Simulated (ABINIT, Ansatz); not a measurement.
# YS (Fm-3m): zone-centre phonons, part 2 of 2

Which modes does YS (Fm-3m) have at the zone centre?

ABINIT 10.8.3; DFT LDA, scalar-relativistic, plane waves, PseudoDojo norm-conserving pseudopotentials.

So far. Step 3 (Ground state): The cell stands at -0.55 GPa: the relaxation ran with a smoothed and higher cutoff and on another k mesh. Step 4 (Linear response at Γ): The acoustic modes at Γ come out as far as 5.5 cm⁻¹ from zero, where they should vanish, a small numerical error. The relaxed cell has a = 5.419 Å (conventional setting).

## Step 5: Zone-centre analysis

anaddb reads the merged derivatives and imposes the acoustic sum rule.

anaddb.abi

```
ddb_filepath "gamma_DDB"
output_file "anaddb.abo"
outdata_prefix "anaddb"
asr 1
chneut 1
enunit 2
eivec 1
nph1l 1
qph1l 0.0 0.0 0.0 1.0
```

mrgddb.in

```
gamma_DDB
merged
2
dfpt_gammao_DDB
gso_DDB
```

Launch:

```bash
$ mrgddb < mrgddb.in > mrgddb.log
$ OMP_NUM_THREADS=1 anaddb anaddb.abi > anaddb.log
```

anaddb.abo, the main output file:

```text
-outvars_anaddb: echo values of input variables ----------------------

 Miscellaneous information :
      enunit         2
       eivec         1
         asr         1
 First list of wavevector (reduced coord.) :
       nph1l         1
       qph1l
                     0.00000000E+00  0.00000000E+00  0.00000000E+00    1.000E+00

================================================================================

 read the DDB information and perform some checks

  ==== Info on the Cryst% object ====
 Real(R)+Recip(G) space primitive vectors, cartesian coordinates (Bohr,Bohr^-1):
 R(1)=  0.0000000  5.1200795  5.1200795  G(1)= -0.0976547  0.0976547  0.0976547
 R(2)=  5.1200795  0.0000000  5.1200795  G(2)=  0.0976547 -0.0976547  0.0976547
 R(3)=  5.1200795  5.1200795  0.0000000  G(3)=  0.0976547  0.0976547 -0.0976547
 Unit cell volume ucvol=  2.6844797E+02 bohr^3
 Angles (23,13,12)=  6.00000000E+01  6.00000000E+01  6.00000000E+01 degrees
 Time-reversal symmetry is present
 Reduced atomic positions [iatom, xred, symbol]:
    1)    0.5000000  0.5000000  0.5000000   Y
    2)    0.0000000  0.0000000  0.0000000   S

 DDB file with 3 blocks has been read.

================================================================================

 Treat the first list of vectors

  Phonon wavevector (reduced coordinates) :  0.00000  0.00000  0.00000
 Phonon energies in Hartree :
   0.000000E+00  0.000000E+00  0.000000E+00  1.399722E-03  1.399722E-03
   1.399722E-03
 Phonon energies in meV     :
-  0.000000E+00  0.000000E+00  0.000000E+00  3.808838E+01  3.808838E+01
-  3.808838E+01
 Phonon frequencies in cm-1    :
-  0.000000E+00  0.000000E+00  0.000000E+00  3.072035E+02  3.072035E+02
-  3.072035E+02
 Phonon frequencies in Thz     :
-  0.000000E+00  0.000000E+00  0.000000E+00  9.209730E+00  9.209730E+00
-  9.209730E+00
 Phonon energies in Kelvin  :
-  0.000000E+00  0.000000E+00  0.000000E+00  4.419973E+02  4.419973E+02
-  4.419973E+02

 Eigendisplacements
 (will be given, for each mode : in cartesian coordinates
   for each atom the real part of the displacement vector,
   then the imaginary part of the displacement vector - absolute values smaller than 1.0d-7 are set to zero)
  Mode number    1   Energy    0.000000E+00
 Attention : low frequency mode.
   (Could be unstable or acoustic mode)
-  1  0.00000000E+00  0.00000000E+00 -2.12950073E-03
-     0.00000000E+00  0.00000000E+00  0.00000000E+00
-  2  0.00000000E+00  0.00000000E+00 -2.12950063E-03
-     0.00000000E+00  0.00000000E+00  0.00000000E+00
  Mode number    2   Energy    0.000000E+00
 Attention : low frequency mode.
   (Could be unstable or acoustic mode)
-  1  0.00000000E+00 -2.12950073E-03  0.00000000E+00
-     0.00000000E+00  0.00000000E+00  0.00000000E+00
-  2  0.00000000E+00 -2.12950063E-03  0.00000000E+00
-     0.00000000E+00  0.00000000E+00  0.00000000E+00
  Mode number    3   Energy    0.000000E+00
 Attention : low frequency mode.
   (Could be unstable or acoustic mode)
-  1  2.12950073E-03  0.00000000E+00  0.00000000E+00
-     0.00000000E+00  0.00000000E+00  0.00000000E+00
-  2  2.12950063E-03  0.00000000E+00  0.00000000E+00
-     0.00000000E+00  0.00000000E+00  0.00000000E+00
  Mode number    4   Energy    1.399722E-03
-  1  0.00000000E+00  0.00000000E+00  1.27889532E-03
-     0.00000000E+00  0.00000000E+00  0.00000000E+00
-  2  0.00000000E+00  0.00000000E+00 -3.54585170E-03
-     0.00000000E+00  0.00000000E+00  0.00000000E+00
  Mode number    5   Energy    1.399722E-03
-  1  0.00000000E+00 -1.27889532E-03  0.00000000E+00
-     0.00000000E+00  0.00000000E+00  0.00000000E+00
-  2  0.00000000E+00  3.54585170E-03  0.00000000E+00
-     0.00000000E+00  0.00000000E+00  0.00000000E+00
  Mode number    6   Energy    1.399722E-03
-  1  1.27889532E-03  0.00000000E+00  0.00000000E+00
-     0.00000000E+00  0.00000000E+00  0.00000000E+00
-  2 -3.54585170E-03  0.00000000E+00  0.00000000E+00
-     0.00000000E+00  0.00000000E+00  0.00000000E+00

 Analysis of degeneracies and characters (maximum tolerance=1.00E-06 a.u.)
 For each vibration mode, or group of modes if degenerate,
 the characters are given for each symmetry operation (see the list in the log file).
 Symmetry characters of vibration mode #   1
       degenerate with vibration modes #   2 to    3
  3.0 -3.0 -1.0  1.0 -1.0  1.0 -1.0  1.0  1.0 -1.0 -1.0  1.0  1.0 -1.0 -1.0  1.0
 -0.0  0.0 -0.0  0.0  0.0 -0.0  0.0 -0.0  1.0 -1.0 -1.0  1.0 -1.0  1.0  1.0 -1.0
 -0.0  0.0  0.0 -0.0  0.0 -0.0 -0.0  0.0  1.0 -1.0  1.0 -1.0 -1.0  1.0 -1.0  1.0
 Symmetry characters of vibration mode #   4
       degenerate with vibration modes #   5 to    6
  3.0 -3.0 -1.0  1.0 -1.0  1.0 -1.0  1.0  1.0 -1.0 -1.0  1.0  1.0 -1.0 -1.0  1.0
 -0.0  0.0  0.0 -0.0 -0.0  0.0 -0.0  0.0  1.0 -1.0 -1.0  1.0 -1.0  1.0  1.0 -1.0
 -0.0  0.0 -0.0  0.0  0.0 -0.0  0.0 -0.0  1.0 -1.0  1.0 -1.0 -1.0  1.0 -1.0  1.0
-
```

The job ended after 0.54 s (1 thread of Arm Neoverse N1, shared host).

This step gave:

* highest optical zone-centre mode (no LO-TO term): 307.2 cm⁻¹
* lowest optical zone-centre mode: 307.2 cm⁻¹

No LO-TO term; unit eigenvectors of the mass-weighted matrix, from anaddb's displacements. Modes at Γ, with each element's share of the kinetic energy:

```
mode  frequency (cm⁻¹)  symmetry  Y %  S %
   1               0.0  acoustic   73   27
   2               0.0  acoustic   73   27
   3               0.0  acoustic   73   27
   4             307.2       T1u   27   73
   5             307.2       T1u   27   73
   6             307.2       T1u   27   73
```

Displacements in mode 4 (307.2 cm⁻¹), the largest set to 1:
```
Y1   0.00  0.00  0.36
S2   0.00  0.00 -1.00
```

The rule moves no optical mode by more than 0.1 cm⁻¹.

## Step 6: The same in Ansatz

A second program on the same cell, potentials, cutoff and meshes tests the implementation of the phonon response, not its convergence.

This step: DFT LDA, scalar-relativistic, plane waves, PseudoDojo norm-conserving pseudopotentials (Ansatz 0.2.0).

input.yaml

```yaml
crystal:
  lattice:
    - [0.0, 2.7094294028, 2.7094294028]
    - [2.7094294028, 0.0, 2.7094294028]
    - [2.7094294028, 2.7094294028, 0.0]
  atoms:
    - { symbol: "Y", position: [0.5, 0.5, 0.5] }
    - { symbol: S, position: [0.0, 0.0, 0.0] }
kpoints:
  mp_grid: { grid: [12, 12, 12] }
hamiltonian:
  xc: lda
  pseudopotentials: { kind: nc, accuracy: standard }
scf:
  occupations: { method: gaussian, width: 0.27211 }
output:
  eigenvalues: true
basis:
  ecutwfc: 816.342
phonons:
  method: dfpt
```

Launch:

```bash
$ ansatz run input.yaml --threads 4 --pin off --max-ram 8192MiB --backend cpu --events-out ev --progress --plain --runs-dir out
```

Output:

```text
Warning: basis.ecutwfc = 816.342 eV is below the records' recommended 979.609905 eV, and the density's cutoff is lower with it unless basis.ecutrho_ratio is high enough to keep the records' density cutoff: compare with a run at a higher cutoff
Engine: ansatz 0.2.0, aarch64-unknown-linux-gnu
Pseudopotentials: kind: nc
Pseudopotential: Y, nc, valence charge 11, recommended cutoff 979.609905 eV (normal), Y.nc.azcp (PseudoDojo's, or run here from an input of PseudoDojo's; its table is named by hamiltonian.pseudopotentials.accuracy)
Pseudopotential: S, nc, valence charge 6, recommended cutoff 734.707429 eV (normal), S.nc.azcp (PseudoDojo's, or run here from an input of PseudoDojo's; its table is named by hamiltonian.pseudopotentials.accuracy)
Functional definition: SPW92
  exchange = slater_x
  correlation = pw_c
Crystal: 2 atoms, lattice volume = 39.780 Å³
Basis set: ecut = 816.342 eV, 2085 PW (Γ), exchange–correlation on 72×72×72 points (8 copies of the dense FFT grid, shifted against one another)
Bands: 13, of which v1, the nominal top of the filled ones, is band 9 counted from 1 (8 counted from 0)
Symmetry: 48 space group operations
k-points: 163 of 1728 (irreducible under 8 space group operations, time reversal used)
Non-local potential: Y, projectors of the file, l = 0: 2, l = 1: 2, l = 2: 2
Non-local potential: S, projectors of the file, l = 0: 2, l = 1: 2, l = 2: 2
Initial density: superposition of atomic densities (chi_scale 0.1, normalization cell, long waves kept (reshape's long-wave potential 0.00 eV rms))
Initial wavefunctions: pseudopotential atomic-orbital guess
Functional: x = slater, c = lda
SCF iter   1: F=—  HF=-1417.238145 eV  |F-HF|=—  |Δ(HF+E_count)|=         —  Δρ=2.48e-2  dr2=2.63e-1  ethr=3.10e-3  ⟨swp⟩=6.1  Hψ=30696  notcnv=0
automatic band count: the SCF goes on with 17 bands, as 13 were too few: the levels above may hold too much charge
preconditioner: auto → Kerker (q_TF=auto, 2.368 Å⁻¹)  [metal: Δε(μ)=0.125 eV  Ē_g=11.687 eV  σ=0.272 eV  W_gap=0.25  n_scr=14 (ndim 8)  ℏωp=17.7 eV  f_vac=0.000  D(μ)=0.78/eV (n_scr^D=0)]
SCF iter   2: F=—  HF=-1417.171921 eV  |F-HF|=—  |Δ(HF+E_count)|=   6.62e-2  Δρ=1.26e-2  dr2=6.58e-2  ethr=1.55e-3  ⟨swp⟩=1.0  Hψ=4075  notcnv=0
SCF iter   3: F=—  HF=-1417.149931 eV  |F-HF|=—  |Δ(HF+E_count)|=   2.20e-2  Δρ=2.75e-3  dr2=4.05e-3  ethr=3.87e-4  ⟨swp⟩=2.6  Hψ=3457  notcnv=0
SCF iter   4: F=—  HF=-1417.148786 eV  |F-HF|=—  |Δ(HF+E_count)|=   1.15e-3  Δρ=6.27e-4  dr2=9.96e-5  ethr=2.38e-5  ⟨swp⟩=2.7  Hψ=3644  notcnv=0
SCF iter   5: F=—  HF=-1417.148767 eV  |F-HF|=—  |Δ(HF+E_count)|=   1.83e-5  Δρ=1.74e-4  dr2=8.54e-6  ethr=5.86e-7  ⟨swp⟩=2.6  Hψ=3710  notcnv=0
SCF iter   6: F=—  HF=-1417.148771 eV  |F-HF|=—  |Δ(HF+E_count)|=   4.20e-6  Δρ=2.54e-5  dr2=1.80e-7  ethr=5.02e-8  ⟨swp⟩=2.5  Hψ=3577  notcnv=0
SCF iter   7: F=—  HF=-1417.148772 eV  |F-HF|=—  |Δ(HF+E_count)|=   1.15e-7  Δρ=3.13e-6  dr2=3.10e-9  ethr=1.06e-9  ⟨swp⟩=2.5  Hψ=4123  notcnv=0  defer=166
SCF iter   8: F=—  HF=-1417.148772 eV  |F-HF|=—  |Δ(HF+E_count)|=  7.66e-10  Δρ=2.32e-7  dr2=2.06e-11  ethr=1.82e-11  ⟨swp⟩=2.3  Hψ=3618  notcnv=0  defer=166
SCF iter   9: F=-1417.148772 eV  HF=-1417.148772 eV  |F-HF|=2.27e-13  |Δ(HF+E_count)|=  1.59e-12  Δρ=2.22e-8  dr2=1.23e-13  ethr=1.00e-12  ⟨swp⟩=12.8  Hψ=17579  notcnv=0
SCF 1 converged in 9 iterations: F = -1417.148772 eV  dr2 = 1.23e-13
DFPT response loops at Γ: preconditioner auto → Kerker (q_TF=auto, 2.368 Å⁻¹) (partly filled bands, converged f_vac=0.000); β = 1.00, the filter's whole step (`scf.mixing.beta` (0.50) is not read by the response loops under this deck's `scf.mixing.preconditioner`; to damp them name `kerker` or `kerker_dos`, under which they read `scf.mixing.beta`, and type it under 1.00, their step now; both keys bind the ground state too); Broyden in place of MSR1
SCF converged after 9 iterations
Free energy (F): -1417.148772 eV
Harris-Foulkes:  -1417.148772 eV  (|F-HF|=2.27e-13)
Internal energy: -1417.120402 eV  (E = F + TS)
E sigma→0 (E₀):  -1417.134587 eV
Entropy (-TS):   -0.028370 eV (-14.185 meV/atom)
Fermi energy:    12.820866 eV
--- Per-component energies (eV) ---
  E_band       = -68.182159
  E_kinetic    = 425.150444
  E_local      = -720.289272  (includes V_loc(G=0)·N_el)
  E_nonlocal   = 156.292256
  E_hartree    = 174.761022
  E_xc         = -305.513325
  E_vxc        = -278.857626  (∫ρ·V_xc dr)
  E_ewald      = -1147.521526
  E_smearing   = -0.028370  (= −TS)
  E_closure    = 0.000000  (closes the sum)
  Σ components = -1417.148772   (vs F -1417.148772, Δ=0.00e0)
--- Band table (eV; the first three rows and the last of 163) ---
  k-point 0: bands = [... 5 lower, 9.4934, 9.4934, 9.4934, 12.5894, 12.5894, 12.5894, 13.4709, 13.4709, ... 4 higher]
  k-point 1: bands = [... 5 lower, 9.0687, 9.2631, 9.2631, 12.6938, 12.7411, 12.7411, 13.8241, 13.8241, ... 4 higher]
  k-point 2: bands = [... 5 lower, 8.1633, 8.7677, 8.7677, 12.8761, 13.1392, 13.1392, 14.7319, 14.7319, ... 4 higher]
  k-point 162: bands = [... 5 lower, 7.3205, 7.6367, 7.6367, 13.7053, 13.7053, 15.7347, 16.4449, 16.8504, ... 4 higher]
--- Phonons (Γ-DFPT): 2 representative perturbations + reference, on 163 of 1728 k-points (Σ response iterations 6) ---
  k mesh reduced under 8 symmetry operations, with k and −k counted as one. Each operation leaves every solved perturbation unchanged. A smaller set is not used because it would not reduce the number of displacements times k-points to solve
  ASR residual: 1.032e-5 → 0.000e0 eV/Å²; symmetrization residual: 3.141e-6 eV/Å²
  ASR residual per site (eV/Å²): 1.03e-5 2.07e-7
  Γ frequencies (cm⁻¹): 0.00 0.00 0.00 307.24 307.24 307.24
  non-analytic LO–TO correction: not included (Born effective charges unavailable; polar crystals: no LO–TO splitting at Γ)
```

Wall time 26 s (4 threads); peak memory 0.81 GiB; 99 s of CPU time.

This step gave:

| Quantity | Value |
| --- | --- |
| sum-rule residual before enforcement | 1.03e-5 eV/Å² |

## Step 7: Side by side: ABINIT PseudoDojo and Ansatz, PseudoDojo

Worked out from the results:

- root-mean-square difference: 0.04 cm⁻¹
- largest difference: 0.04 cm⁻¹

Frequencies side by side, by row:

```
q (reciprocal lattice)  mode  ABINIT PseudoDojo (cm⁻¹)  Ansatz, PseudoDojo (cm⁻¹)
                 0 0 0     1                         0                          0
                 0 0 0     2                         0                          0
                 0 0 0     3                         0                          0
                 0 0 0     4                     307.2                      307.2
                 0 0 0     5                     307.2                      307.2
                 0 0 0     6                     307.2                      307.2
```

At the zone centre the largest difference (acoustic modes at Γ apart) is 0.01 % of the highest mode.

## Step 8: What came out

* space group after relaxation: Fm-3m
* volume per atom: 19.9 Å³
* highest optical zone-centre mode (no LO-TO term): 307.2 cm⁻¹
* imaginary optical modes at the zone centre (no q mesh in this session): none
* largest difference from Ansatz, PseudoDojo: 0.04 cm⁻¹

At the LDA level the optical modes of YS (Fm-3m) at the zone centre lie at 307 cm⁻¹. The base run prints -0.55 GPa, mostly the error of a finite basis; the relaxation, with a smoothed and higher cutoff, had brought the cell to rest. ABINIT PseudoDojo and Ansatz, PseudoDojo agree to 0.04 cm⁻¹ (0.01 % of the highest mode compared) on all solved modes but the acoustic ones at Γ, without the LO-TO term. These are harmonic frequencies at zero temperature: anharmonic shifts and linewidths and thermal expansion are left out. In a metal the frequencies hang on the k mesh and the smearing, most of all near Kohn anomalies. The runs are without spin polarisation, although the cell has an odd electron count or an open d or f shell, so a magnetic state was not tested. Ansatz warns that the cutoff lies 17 % under the one recommended for these files; agreement at one cutoff is not convergence.

[Host names and launcher messages were left out of these logs when they were recorded.]

[Logs are printed without paths, hosts, clocks, repeated set-up lines and the standing remarks that a program may print on its own settings, such as how far it seeks lower states.]

[Hosts, paths, dates, database ids (printed as entryN), source tags and the programs' standing remarks are cut or masked in the printed files.]
